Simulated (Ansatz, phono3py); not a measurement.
# Heat carried by phonons in KI (Fm-3m), part 4 of 4

How well does the lattice of KI conduct heat?

Experimental results on record:
- thermal conductivity 2.6 W/m/K near room temperature (given in “Combining the AFLOW GIBBS and Elastic Libraries to efficiently and robustly screen thermo-mechanical properties of solids”, 2017, arXiv:1611.05714)
- thermal conductivity 2.6 W/m/K near room temperature (given in “Predicting the lattice thermal conductivity of solids by solving the Boltzmann transport equation: AFLOW - AAPL an automated, accurate and efficient framework”, 2017, arXiv:1611.05481)

Ansatz 0.2.0; DFT LDA, scalar-relativistic, plane waves, PAW.

So far. Step 2 (A first coarse run): The start is under -1.3 GPa at this level and looks like an insulator or semiconductor on this mesh. Step 5 (Tight relaxation): The residual pressure is 2.1e-4 GPa, small enough for phonons. The relaxed cell has a = 6.817 Å (conventional setting).

### 7. Anharmonic force constants and conductivity (continued)

Spectral kappa at 300 K against frequency; read off at these points; values in W/m/K/THz:

| frequency (THz) | relaxation time (W/m/K/THz) | full solution (W/m/K/THz) |
| --- | --- | --- |
| 0.05 | 0 | 0 |
| 0.15 | 0.615 | 0.592 |
| 0.25 | 0.472 | 0.468 |
| 0.35 | 0.368 | 0.33 |
| 0.45 | 2.35 | 2.37 |
| 0.55 | 1.29 | 1.32 |
| 0.65 | 1.21 | 1.26 |
| 0.75 | 1.54 | 1.66 |
| 0.85 | 3.07 | 3.38 |
| 0.95 | 5.31 | 5.98 |
| 1.05 | 6.09 | 6.77 |
| 1.25 | 10.5 | 11.3 |
| 1.35 | 6.85 | 7.46 |
| 1.45 | 5.15 | 5.84 |
| 1.55 | 2.49 | 2.89 |
| 1.65 | 2.06 | 2.29 |
| 1.75 | 0.958 | 1.04 |
| 1.95 | 0.276 | 0.274 |
| 2.05 | 0.0243 | 0.0357 |
| 2.15 | 0 | 0 |
| 2.25 | 0 | 0 |
| 2.35 | 0 | 0 |
| 2.45 | 0 | 0 |
| 2.65 | 0 | 0 |
| 2.75 | 0 | 0 |
| 2.85 | 0 | 0 |
| 2.95 | 0 | 0 |
| 3.05 | 0.00137 | -0.00137 |
| 3.15 | 0.0479 | 0.0711 |
| 3.35 | 0.221 | 0.540 |
| 3.45 | 0.229 | 0.544 |
| 3.55 | 0.157 | 0.247 |
| 3.65 | 0.0463 | 0.0221 |
| 3.75 | 0.119 | -0.0160 |
| 3.85 | 0.119 | -0.00887 |
| 4.05 | 0.0444 | 0.0120 |
| 4.15 | 0.0169 | 0.0386 |
| 4.25 | 0.00823 | 0.0597 |
| 4.35 | 2.4e-4 | 0.00655 |

Relaxation-time solution. The share of κ carried by shorter paths by mean free path:

| mean free path (nm) | 100 K | 300 K | 500 K |
| --- | --- | --- | --- |
| 0.464 | 0 | 0 | 0.002 |
| 0.681 | 0 | 0.001 | 0.005 |
| 1 | 0 | 0.004 | 0.014 |
| 1.47 | 0 | 0.01 | 0.023 |
| 2.15 | 0.001 | 0.021 | 0.029 |
| 3.16 | 0.003 | 0.026 | 0.037 |
| 4.64 | 0.01 | 0.031 | 0.055 |
| 6.81 | 0.016 | 0.047 | 0.079 |
| 10 | 0.019 | 0.069 | 0.16 |
| 14.7 | 0.025 | 0.138 | 0.218 |
| 21.5 | 0.038 | 0.192 | 0.408 |
| 31.6 | 0.056 | 0.35 | 0.643 |
| 46.4 | 0.125 | 0.584 | 0.813 |
| 68.1 | 0.177 | 0.75 | 0.945 |
| 100 | 0.297 | 0.923 | 0.961 |
| 147 | 0.557 | 0.961 | 0.969 |
| 215 | 0.745 | 0.961 | 0.979 |
| 316 | 0.925 | 0.979 | 1 |
| 464 | 0.961 | 1 | 1 |
| 681 | 0.961 | 1 | 1 |
| 1000 | 0.978 | 1 | 1 |
| 1470 | 1 | 1 | 1 |

300 K; a sample spread over frequency. Mode lifetimes, by row, the first 40 of 90 rows:

| q1 | q2 | q3 | branch | frequency (THz) | rms speed (km/s) | three-phonon rate (1/ps) | isotope rate (1/ps) | lifetime (ps) | mean free path (nm) |
| --- | --- | --- | --- | --- | --- | --- | --- | --- | --- |
| 0 | 0.0667 | 0.0667 | 1 | 0.196 | 0.97 | 0.00316 | 1.10e-8 | 316 | 307 |
| 0 | 0.0667 | 0.1333 | 1 | 0.425 | 1.76 | 0.0685 | 1.20e-6 | 14.6 | 25.7 |
| 0.0667 | 0.2 | 0.2667 | 1 | 0.579 | 0.83 | 0.0112 | 3.02e-6 | 89.2 | 73.6 |
| 0 | 0.0667 | 0.0667 | 3 | 0.657 | 3.27 | 0.134 | 5.69e-6 | 7.46 | 24.4 |
| 0 | 0.3333 | 0.3333 | 1 | 0.743 | 0.37 | 0.0147 | 9.92e-6 | 68.1 | 25.3 |
| 0 | 0.4 | 0.4 | 2 | 0.801 | 0.22 | 0.0142 | 1.40e-5 | 70.3 | 15.3 |
| 0 | 0.4667 | 0.4667 | 1 | 0.829 | 0.07 | 0.0135 | 1.97e-5 | 73.9 | 5.17 |
| 0.0667 | 0.4667 | -0.4667 | 1 | 0.872 | 0.42 | 0.0133 | 2.63e-5 | 75.2 | 31.7 |
| 0.0667 | 0.3333 | 0.4667 | 1 | 0.916 | 1.12 | 0.0408 | 2.98e-5 | 24.5 | 27.3 |
| 0 | 0 | 0.2 | 2 | 0.956 | 2.18 | 0.118 | 3.32e-5 | 8.47 | 18.5 |
| 0 | 0.2 | 0.3333 | 2 | 0.99 | 1.94 | 0.0278 | 3.33e-5 | 35.9 | 69.8 |
| 0.0667 | 0.1333 | 0.2667 | 2 | 1.04 | 2.56 | 0.0823 | 3.67e-5 | 12.1 | 31.1 |
| 0.0667 | 0.2667 | -0.2667 | 1 | 1.081 | 1.11 | 0.0143 | 4.40e-5 | 69.6 | 76.9 |
| 0 | 0.2 | 0.4 | 1 | 1.116 | 1.53 | 0.0814 | 4.21e-5 | 12.3 | 18.8 |
| 0.0667 | 0.2667 | 0.4 | 2 | 1.17 | 2.28 | 0.0395 | 4.71e-5 | 25.3 | 57.6 |
| 0.2 | 0.4 | -0.3333 | 1 | 1.196 | 0.95 | 0.0461 | 5.27e-5 | 21.7 | 20.6 |
| 0 | 0.3333 | -0.3333 | 1 | 1.226 | 0.55 | 0.0772 | 5.46e-5 | 12.9 | 7.06 |
| 0.0667 | 0.4667 | -0.4 | 2 | 1.257 | 2.12 | 0.0269 | 5.38e-5 | 37.1 | 78.6 |
| 0.0667 | 0.2667 | -0.4667 | 1 | 1.292 | 1.64 | 0.0357 | 5.37e-5 | 27.9 | 46 |
| 0.0667 | 0.1333 | 0.3333 | 2 | 1.323 | 2.2 | 0.0639 | 4.90e-5 | 15.6 | 34.5 |
| 0.1333 | 0.2667 | 0.4 | 2 | 1.357 | 2.23 | 0.0522 | 5.27e-5 | 19.1 | 42.6 |
| 0 | 0.1333 | -0.1333 | 3 | 1.381 | 2.07 | 0.0688 | 5.71e-5 | 14.5 | 30.1 |
| 0 | 0.4667 | -0.4667 | 3 | 1.407 | 0.11 | 0.111 | 6.28e-5 | 9.02 | 1.01 |
| 0.0667 | 0.4667 | -0.4667 | 3 | 1.437 | 0.78 | 0.105 | 5.96e-5 | 9.52 | 7.44 |
| 0 | 0 | 0.3333 | 2 | 1.47 | 1.63 | 0.115 | 3.95e-5 | 8.72 | 14.2 |
| 0 | 0.1333 | -0.4 | 1 | 1.511 | 1.62 | 0.108 | 3.96e-5 | 9.26 | 15 |
| 0 | 0.2 | -0.4667 | 1 | 1.537 | 1.22 | 0.122 | 3.24e-5 | 8.22 | 10 |
| 0 | 0.2667 | -0.4667 | 2 | 1.564 | 1.53 | 0.107 | 4.04e-5 | 9.34 | 14.3 |
| 0.0667 | 0.3333 | -0.4667 | 3 | 1.611 | 1.54 | 0.127 | 3.86e-5 | 7.89 | 12.2 |
| 0 | 0.0667 | 0.4 | 2 | 1.637 | 1.06 | 0.165 | 1.84e-5 | 6.04 | 6.38 |
| 0 | 0.3333 | -0.4 | 3 | 1.654 | 1.7 | 0.116 | 2.87e-5 | 8.65 | 14.7 |
| 0 | 0.0667 | -0.2667 | 3 | 1.682 | 1.62 | 0.209 | 3.06e-5 | 4.78 | 7.73 |
| 0 | 0.4 | 0.4 | 3 | 1.706 | 1.59 | 0.128 | 2.78e-5 | 7.82 | 12.4 |
| 0 | 0.0667 | -0.4667 | 1 | 1.731 | 0.63 | 0.17 | 5.19e-6 | 5.87 | 3.69 |
| 0 | 0 | 0.4667 | 1 | 1.75 | 0.41 | 0.161 | 1.45e-6 | 6.23 | 2.53 |
| 0 | 0.1333 | -0.4 | 2 | 1.758 | 0.25 | 0.135 | 8.93e-7 | 7.41 | 1.85 |
| 0 | 0.0667 | 0.3333 | 3 | 1.792 | 1.44 | 0.276 | 1.31e-5 | 3.63 | 5.24 |
| 0 | 0.2667 | -0.4 | 3 | 1.851 | 1.27 | 0.211 | 1.02e-5 | 4.73 | 6.02 |
| 0.1333 | 0.3333 | -0.2 | 3 | 1.877 | 1.02 | 0.358 | 1.91e-5 | 2.79 | 2.86 |
| 0.1333 | 0.3333 | 0.4667 | 3 | 1.898 | 1.11 | 0.245 | 1.23e-5 | 4.07 | 4.52 |

Without the LO-TO term. Gamma linewidths, by row:

| branch | frequency (cm⁻¹) | three-phonon rate (1/ps) | isotope rate (1/ps) | FWHM (cm⁻¹) |
| --- | --- | --- | --- | --- |
| 4 | 114.9 | 0.437 | 0.0183 | 2.42 |
| 5 | 114.9 | 0.437 | 0.0183 | 2.42 |
| 6 | 114.9 | 0.437 | 0.0183 | 2.42 |

W/m/K, third of the trace; RTA populations with a boundary rate v/L added to each mode (Matthiessen's rule). Kappa by grain size, by row:

| T (K) | bulk | 10 nm | 30 nm | 100 nm | 300 nm | 1000 nm | 10000 nm | 100000 nm |
| --- | --- | --- | --- | --- | --- | --- | --- | --- |
| 100 | 19.72 | 1.925 | 4.316 | 8.73 | 13.33 | 16.97 | 19.37 | 19.69 |
| 300 | 6.187 | 1.466 | 2.738 | 4.293 | 5.313 | 5.873 | 6.153 | 6.184 |

W/m/K, third of the trace; RTA populations with the isotope rates scaled. Kappa by mass disorder, by row:

| T (K) | no isotopes | as typed | variance x 3 | variance x 10 | variance x 30 |
| --- | --- | --- | --- | --- | --- |
| 100 | 19.82 | 19.72 | 19.55 | 19.03 | 17.85 |
| 300 | 6.198 | 6.187 | 6.166 | 6.1 | 5.948 |

At 300 K the relaxation-time value is 6.23 W/(m K).

### 8. What came out

```json
{"highest frequency": "146.1 cm⁻¹", "Debye temperature from the second moment": "169 K", "κ at 300 K (relaxation time)": "6.228 W/m/K", "κ at 300 K (full solution)": "6.859 W/m/K", "mean free path at half of κ": "41.4 nm", "share of κ above the three lowest branches": "0.02"}
```

**Reading.** The lattice of KI conducts 6.86 W/(m K) at 300 K by LDA (mean over directions, full solution). The full solution lies +10 % from the relaxation-time value at 300 K. Above 300 K the relaxation-time κ falls as T^-0.99, near the 1/T law of three-phonon scattering. Grains of 100 nm would keep 69 % of the bulk value at 300 K, and grains of 1 µm 95 %. Removing the natural isotope disorder raises κ at 300 K by 0 %. A measured thermal conductivity near room temperature is 2.6 W/m/K (arXiv:1611.05714); the calculated 6.86 W/m/K differs by +164 %. The relaxed cell is 10 % smaller in volume than the database cell, which stiffens most phonons and usually raises κ; no run here tested that. Four-phonon, defect and boundary scattering, which are left out, would lower the calculated value; thermal expansion is left out too. The sum rules changed one orbit of cubic constants by up to 15 %; by the manual a large change points to a short cutoff or, on a small and distant orbit, to noisy forces. The conductivities include the coherence part between close branches; the shares for grains, isotopes, branches and paths are of the relaxation-time populations alone. Cubic couplings among atoms farther apart than the pair cutoff are dropped, and neither the cutoff nor the q-mesh was shown to be converged here. The PAW files were made for PBE and are used here under another functional, for which the program regenerates the frozen cores. The cell of these runs is 10 % smaller in volume than the database cell; frequencies and all that rests on them shift with it.

[Logs are printed without paths, hosts, clocks, repeated set-up lines and the standing remarks that a program may print on its own settings, such as how far it seeks lower states.]

[Hosts, paths, dates, database ids (printed as entryN), source tags and the programs' standing remarks are cut or masked in the printed files.]

[A step with changed settings may run another functional than the one named; its input shows which.]
